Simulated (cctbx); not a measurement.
**LuMnPt2: precision against data quality**

Space group P6_3/mmc (no. 194), a = 4.1520 Å, b = 4.1520 Å, c = 8.4370 Å, α = 90.00°, β = 90.00°, γ = 120.00°.

| atom | mult. | x | y | z | Ueq (Å²) |
| --- | --- | --- | --- | --- | --- |
| Pt1 | 4 | 2/3 | 1/3 | 0.0885 | 0.0063 |
| Lu1 | 2 | 1/3 | 2/3 | 1/4 | 0.0065 |
| Mn1 | 2 | 0 | 0 | 1/2 | 0.0147 |

This is a model crystal, built by substitution and not relaxed, with assumed displacement parameters.

Five simulated data sets (cctbx; Ag Kα, λ = 0.56087 Å; 4 % proportional error) differ in resolution or exposure (noise floor 4 counts in the first three, 8 in the last two). Each is refined with the right model, isotropic at 1.1 Å and anisotropic otherwise. How do the figures of merit and the uncertainties move?

| d min (Å) | top counts | ⟨I/σ⟩ (unmerged, absences included) | unique | param. (scale apart) | Rint | R1 | GooF | largest s.u. xyz (fractional) | s.u. U of Mn1 (Å²) | largest error (Å) |
| --- | --- | --- | --- | --- | --- | --- | --- | --- | --- | --- |
| 1.1 | 70000 | 14.4 | 31 | 4 | 0.032 | 0.0055 | 1.35 | 0.00004 | 0.0008 | 0.0000 |
| 0.84 | 70000 | 12.8 | 57 | 7 | 0.031 | 0.0060 | 0.85 | 0.00002 | 0.0003 | 0.0001 |
| 0.6 | 70000 | 11.9 | 141 | 7 | 0.032 | 0.0067 | 0.94 | 0.00001 | 0.0002 | 0.0002 |
| 0.75 | 300 | 1.7 | 80 | 7 | 0.250 | 0.0428 | 1.02 | 0.00099 | 0.0067 | 0.0010 |
| 0.75 | 3000 | 5.4 | 80 | 7 | 0.057 | 0.0200 | 1.02 | 0.00013 | 0.0016 | 0.0002 |

The number of reflections grows roughly as 1/d³: 31, 57 and 141 here. R1 follows the noise rather than the truth: at 300 counts it is 0.0428, at 3000 counts 0.0200, while GooF is 1.02 and 1.02: the weights 1/σ² carry the noise. The s.u. of U (U11 where anisotropic) for Mn1 goes 0.0008, 0.0003, 0.0002 Å² with resolution and 0.0067, 0.0016 Å² with exposure.

The 1.1 Å row also differs in its displacement model, so it isn't a clean test of resolution.

Hardware for the 0.6 Å refinement: 0.34 s on 1 thread of Arm Neoverse V2, with other jobs on the host, peak memory 0.09 GiB.
